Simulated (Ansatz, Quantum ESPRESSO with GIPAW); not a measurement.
**CdBr2: NMR parameters from first principles**

Wanted: NMR shieldings and quadrupolar couplings for each site of CdBr2.

Method: DFT, PBEsol, plane-wave PAW (pslibrary 1.0.0 recipes), scalar-relativistic, GIPAW; a patched development version of the program, in Quantum ESPRESSO with GIPAW 8.0dev (patched build).

## (1) The starting structure

The structure is hexagonal, space group P6_3mc (No. 186). Conventional cell: a = 3.985 Å, b = 3.985 Å, c = 12.561 Å, α = 90.00°, β = 90.00°, γ = 120.00°. Nearest to Cd lie 6 Br at 2.77 Å. Nearest to Br lie 3 Cd at 2.77 Å. Nearest to Br lie 3 Cd at 2.77 Å. Farther neighbours and most contacts between anions are not listed.

The cell is an entry of the Crystallography Open Database; it need not be the form that is stable at ambient conditions.

This structure had its atoms relaxed beforehand (DFT, PBEsol, plane-wave PAW, default files (PAW set soft_2), scalar-relativistic, Ansatz), starting from the database entry, since shieldings follow bond lengths closely.

## (2) Ground state

First the ground state. The response equations take the occupied wavefunctions as exact, so conv_thr is set much tighter than for an energy. No empty states are asked for: the response is solved without them. The mesh has a spacing of 0.23 Å⁻¹ at most. The PAW files were made with ld1.x from the pslibrary 1.0.0 recipes, with GIPAW reconstruction switched on.

scf.in

```
&control
  calculation = 'scf'
  prefix = 'x'
  outdir = './tmp/'
  pseudo_dir = './'
/
&system
  ibrav = 0
  nat = 6
  ntyp = 2
  ecutwfc = 65
  ecutrho = 640
  nbnd = 46
/
&electrons
  conv_thr = 1.0d-10
  mixing_beta = 0.7
  electron_maxstep = 100
/
ATOMIC_SPECIES
  Cd 112.414 Cd.pbesol-n-kjpaw_psl.1.0.0-gipaw.UPF
  Br 79.904 Br.pbesol-dn-kjpaw_psl.1.0.0-gipaw.UPF
CELL_PARAMETERS angstrom
  3.98500000 0.00000000 0.00000000
  -1.99250000 3.45111123 0.00000000
  0.00000000 0.00000000 12.56100000
ATOMIC_POSITIONS crystal
  Cd 0.66666667 0.33333333 0.87499974
  Cd 0.33333333 0.66666667 0.37499974
  Br 0.00000000 -0.00000000 0.75224560
  Br -0.00000000 0.00000000 0.25224560
  Br 0.66666667 0.33333333 0.49775466
  Br 0.33333333 0.66666667 -0.00224534
K_POINTS automatic
  8 8 3 0 0 0
```

Run with:

```console
$ mpirun -np 4 pw.x -nk 4 -in scf.in > scf.out
```

What it wrote:

```text
[...]
as large as its charge; the limit is 4.5
     Functions over the limit replaced by smooth ones with the moment of the charge, as mend_augmentation asks: 1
[...]
as large as its charge; the limit is 4.5
     Functions over the limit replaced by smooth ones with the moment of the charge, as mend_augmentation asks: 1
     This moves results (see INPUT_PW). Waves and levels in the save fit builds from 8.0dev_s219 on
     using ibrav=0 with symmetry is DISCOURAGED, use correct ibrav instead

     bravais-lattice index     =            0
     lattice parameter (alat)  =       7.5306  a.u.
     unit-cell volume          =    1165.7572 (a.u.)^3
     number of atoms/cell      =            6
     number of atomic types    =            2
     number of electrons       =        92.00
     number of Kohn-Sham states=           46
     kinetic-energy cutoff     =      65.0000  Ry
     charge density cutoff     =     640.0000  Ry
     scf convergence threshold =      1.0E-10
     mixing beta               =       0.7000
     number of iterations used =            8  plain     mixing
     Exchange-correlation= SLA-PW-PSX-PSC
                           (   1   4  10   8   0   0   0)
[...]
Cd               12.00   112.41400     Cd( 1.00)
     Br               17.00    79.90400     Br( 1.00)

     12 Sym. Ops. (no inversion) found ( 6 have fractional translation)
[...]
number of k points=    20
[...]
Dense  grid:   318797 G-vectors     FFT dimensions: (  64,  64, 192)

     Smooth grid:    82531 G-vectors     FFT dimensions: (  40,  40, 128)

     Initial potential from superposition of free atoms

     starting charge      91.9910, renormalised to      92.0000
     Starting wfcs are   54 randomized atomic wfcs

     Self-consistent Calculation

     iteration #  1     ecut=    65.00 Ry     beta= 0.70
     Davidson diagonalization with overlap
     ethr =  1.00E-02,  avg # of iterations =  1.0

     Threshold (ethr) on eigenvalues was too large:
     Diagonalizing with lowered threshold

     Davidson diagonalization with overlap
     ethr =  9.39E-05,  avg # of iterations =  4.3

     total energy              =   -2543.50426715 Ry
     estimated scf accuracy    <       0.07729232 Ry

     iteration #  2     ecut=    65.00 Ry     beta= 0.70
     Davidson diagonalization with overlap
     ethr =  8.40E-05,  avg # of iterations =  4.0

     total energy              =   -2543.52231170 Ry
     estimated scf accuracy    <       0.01452024 Ry

     iteration #  3     ecut=    65.00 Ry     beta= 0.70
[...]
total energy              =   -2543.52637201 Ry
     estimated scf accuracy    <       0.00121709 Ry

[...]
total energy              =   -2543.52666707 Ry
[...]
iteration #  9     ecut=    65.00 Ry     beta= 0.70
     Davidson diagonalization with overlap
     ethr =  8.50E-11,  avg # of iterations =  5.0

     total energy              =   -2543.52666709 Ry
     estimated scf accuracy    <          4.9E-10 Ry

     iteration # 10     ecut=    65.00 Ry     beta= 0.70
     Davidson diagonalization with overlap
     ethr =  5.29E-13,  avg # of iterations =  6.0

     End of self-consistent calculation
     [one-electron energies left out]

!    total energy              =   -2543.52666709 Ry
     total all-electron energy =    -43206.778686 Ry
     estimated scf accuracy    <          4.8E-11 Ry

     The total energy is the sum of the following terms:
     one-electron contribution =   -1168.84260659 Ry
     hartree contribution      =     587.41761811 Ry
     xc contribution           =    -166.02951890 Ry
     ewald contribution        =    -672.40149509 Ry
     one-center paw contrib.   =   -1123.67066462 Ry

     convergence has been achieved in  10 iterations
[...]
JOB DONE.
```

The job ended after 64 s (4 MPI ranks of Intel Xeon Platinum 8488C (Sapphire Rapids), shared host; peak memory 1.9 GiB).

It converged in 10 cycles to an estimated accuracy of 5e-11 Ry, on 20 irreducible k-points.

## (3) Magnetic response

A uniform field breaks periodicity, so gipaw.x applies it as a wave of small q and takes the limit. It solves for the first-order states, builds the induced current and gets the field at each nucleus by Biot–Savart; the PAW spheres add what the smooth waves miss near the nuclei. pawproj makes the reconstruction use the PAW data sets' own projectors.

nmr.in

```
&inputgipaw
  job = 'nmr'
  prefix = 'x'
  tmp_dir = './tmp/'
  restart_mode = 'from_scratch'
  verbosity = 'low'
  q_gipaw = 0.01
  spline_ps = .true.
  conv_threshold = 1.0d-14
  use_nmr_macroscopic_shape = .false.
  pawproj(1) = .true.
  pawproj(2) = .true.
/
```

Run with:

```console
$ mpirun -np 4 gipaw.x -in nmr.in > nmr.out
```

What it wrote:

```text
[banner, memory and clock lines left out]
[a note of our patched build left out]

     Parallelizing q-star over 1 images

     IMPORTANT: XC functional enforced from input :
     Exchange-correlation= PBESOL
                           (   1   4  10   8   0   0   0)
     Any further DFT definition will be discarded
     Please, verify this is what you really want

     In Cd.pbesol-n-kjpaw_psl.1.0.0-gipaw.UPF the largest augmentation function (projectors 1 and 4, L = 1) is 11.6 times
     as large as its charge; the limit is 4.5
     Functions over the limit replaced by smooth ones with the moment of the charge, as in the saved run: 1

     In Br.pbesol-dn-kjpaw_psl.1.0.0-gipaw.UPF the largest augmentation function (projectors 1 and 2, L = 0) is 11.3 times
     as large as its charge; the limit is 4.5
     Functions over the limit replaced by smooth ones with the moment of the charge, as in the saved run: 1

[...]
WARNING: some symmetry operations do not permute x, y and z, so the susceptibility and the shape term are
     wrong: all shieldings move alike (in wurtzite BN nosym gave 13 and 6 ppm more at 3 and 6 points an axis).
     Run pw.x with nosym, and raise the mesh until the susceptibility stays

     alpha_pv=    118.5367 eV

     spline_ps is .false., expect some extrapolation errors

     q-space interpolation up to    78.00 Rydberg

     GIPAW job: nmr
     NMR macroscopic correction: no
[...]
Computing the magnetic susceptibility     isolve=0    ethr=  0.1000E-13
     Starting from scratch
     k-point #    1 of    20      pool #  1    cpu time:       3.0
[...]
End of magnetic susceptibility calculation

     f-sum rule (1st term):
           -55.9269          0.0000          0.0000
             0.0000        -55.9269          0.0000
             0.0000          0.0000        -55.9160

     f-sum rule (2nd term):
            -0.2165          0.0000          0.0000
             0.0000         -0.2165          0.0000
             0.0000          0.0000         -0.2240

     f-sum rule (should be   -56.1398):
           -56.1434          0.0000          0.0000
             0.0000        -56.1434          0.0000
             0.0000          0.0000        -56.1400

[... susceptibilities left out ...]
     Contributions to the NMR chemical shifts: -------------------------------

     Macroscopic shape contribution in ppm:                    0.00
             0.0000          0.0000          0.0000
             0.0000          0.0000          0.0000
             0.0000          0.0000          0.0000

     Core contribution in ppm:

     Atom  1  Cd  pos: (  0.500000  0.288675  2.758061)  core sigma:        4798.95
     Atom  2  Cd  pos: ( -0.000000  0.577350  1.182026)  core sigma:        4798.95
     Atom  3  Br  pos: (  0.000000  0.000000  2.371131)  core sigma:        2720.15
     Atom  4  Br  pos: (  0.000000  0.000000  0.795096)  core sigma:        2720.15
     Atom  5  Br  pos: (  0.500000  0.288675  1.568958)  core sigma:        2720.15
     Atom  6  Br  pos: ( -0.000000  0.577350 -0.007077)  core sigma:        2720.15

     Bare contribution in ppm:

     Atom  1  Cd  pos: (  0.500000  0.288675  2.758061)  bare sigma:          66.98
[...]
Atom  2  Cd  pos: ( -0.000000  0.577350  1.182026)  bare sigma:          66.98
[...]
Atom  3  Br  pos: (  0.000000  0.000000  2.371131)  bare sigma:          75.88
[...]
Atom  4  Br  pos: (  0.000000  0.000000  0.795096)  bare sigma:          75.88
[...]
Atom  5  Br  pos: (  0.500000  0.288675  1.568958)  bare sigma:          75.19
[...]
Atom  6  Br  pos: ( -0.000000  0.577350 -0.007077)  bare sigma:          75.19
[...]
Diamagnetic contribution in ppm:

     Atom  1  Cd  pos: (  0.500000  0.288675  2.758061)  dia sigma:          90.26
[...]
Atom  2  Cd  pos: ( -0.000000  0.577350  1.182026)  dia sigma:          90.26
[...]
Atom  3  Br  pos: (  0.000000  0.000000  2.371131)  dia sigma:         340.61
[...]
Atom  4  Br  pos: (  0.000000  0.000000  0.795096)  dia sigma:         340.61
[...]
Atom  5  Br  pos: (  0.500000  0.288675  1.568958)  dia sigma:         340.61
[...]
Atom  6  Br  pos: ( -0.000000  0.577350 -0.007077)  dia sigma:         340.61
[...]
Paramagnetic contribution in ppm:

     Atom  1  Cd  pos: (  0.500000  0.288675  2.758061)  para sigma:        1035.04
[...]
Atom  2  Cd  pos: ( -0.000000  0.577350  1.182026)  para sigma:        1035.04
[...]
Atom  3  Br  pos: (  0.000000  0.000000  2.371131)  para sigma:        -767.93
[...]
Atom  4  Br  pos: (  0.000000  0.000000  0.795096)  para sigma:        -767.93
[...]
Atom  5  Br  pos: (  0.500000  0.288675  1.568958)  para sigma:        -788.38
[...]
Atom  6  Br  pos: ( -0.000000  0.577350 -0.007077)  para sigma:        -788.38
[...]
Paramagnetic US occ-occ contribution in ppm:

     Atom  1  Cd  pos: (  0.500000  0.288675  2.758061)  para_oo sigma:          -2.10
[...]
Atom  2  Cd  pos: ( -0.000000  0.577350  1.182026)  para_oo sigma:          -2.10
[...]
Atom  3  Br  pos: (  0.000000  0.000000  2.371131)  para_oo sigma:         -11.50
[...]
Atom  4  Br  pos: (  0.000000  0.000000  0.795096)  para_oo sigma:         -11.50
[...]
Atom  5  Br  pos: (  0.500000  0.288675  1.568958)  para_oo sigma:         -11.41
[...]
Atom  6  Br  pos: ( -0.000000  0.577350 -0.007077)  para_oo sigma:         -11.41
[...]
Paramagnetic US L_R Q_R contribution in ppm:

     Atom  1  Cd  pos: (  0.500000  0.288675  2.758061)  para_lq sigma:       -2623.88
[...]
Atom  2  Cd  pos: ( -0.000000  0.577350  1.182026)  para_lq sigma:       -2623.88
[...]
Atom  3  Br  pos: (  0.000000  0.000000  2.371131)  para_lq sigma:        -512.39
[...]
Atom  4  Br  pos: (  0.000000  0.000000  0.795096)  para_lq sigma:        -512.39
[...]
Atom  5  Br  pos: (  0.500000  0.288675  1.568958)  para_lq sigma:        -512.54
[...]
Atom  6  Br  pos: ( -0.000000  0.577350 -0.007077)  para_lq sigma:        -512.54
[...]
Total NMR chemical shifts in ppm: ---------------------------------------
     (adopting the Simpson convention for anisotropy and asymmetry)-----------

     Atom  1  Cd  pos: (  0.500000  0.288675  2.758061)  Total sigma:        3365.25
          3385.6649          0.0000          0.0000
             0.0000       3385.6649         -0.0000
             0.0000         -0.0000       3324.4099

     Cd      1    anisotropy:    -61.25    eta:    0.0000
[...]
Atom  2  Cd  pos: ( -0.000000  0.577350  1.182026)  Total sigma:        3365.25
[... its tensor is left out ...]
     Atom  3  Br  pos: (  0.000000  0.000000  2.371131)  Total sigma:        1844.81
          1880.3478         -0.0000          0.0000
            -0.0000       1880.3478         -0.0000
             0.0000         -0.0000       1773.7464

     Br      3    anisotropy:   -106.60    eta:    0.0000
[...]
Atom  4  Br  pos: (  0.000000  0.000000  0.795096)  Total sigma:        1844.81
[... its tensor is left out ...]
     Atom  5  Br  pos: (  0.500000  0.288675  1.568958)  Total sigma:        1823.62
          1843.9667         -0.0000          0.0000
            -0.0000       1843.9667         -0.0000
             0.0000         -0.0000       1782.9143

     Br      5    anisotropy:    -61.05    eta:    0.0000
[...]
Atom  6  Br  pos: ( -0.000000  0.577350 -0.007077)  Total sigma:        1823.62
[... its tensor is left out ...]
```

Wall time 25 min (4 MPI ranks); peak memory 1.2 GiB; 1.6 h of CPU time.

(Continued in part 2 of 2.)

[Banner, clock, file and message-heading lines were taken out of the pw.x and gipaw.x logs.]

[Logs are printed without paths, hosts, clocks, repeated set-up lines and the standing remarks that a program may print on its own settings, such as how far it seeks lower states.]

[Hosts, paths, dates, database ids (printed as entryN), source tags and the programs' standing remarks are cut or masked in the printed files.]

[Where no reference line passes its bar on scatter, no shift is given, so a measured shift of this compound may stand uncompared.]
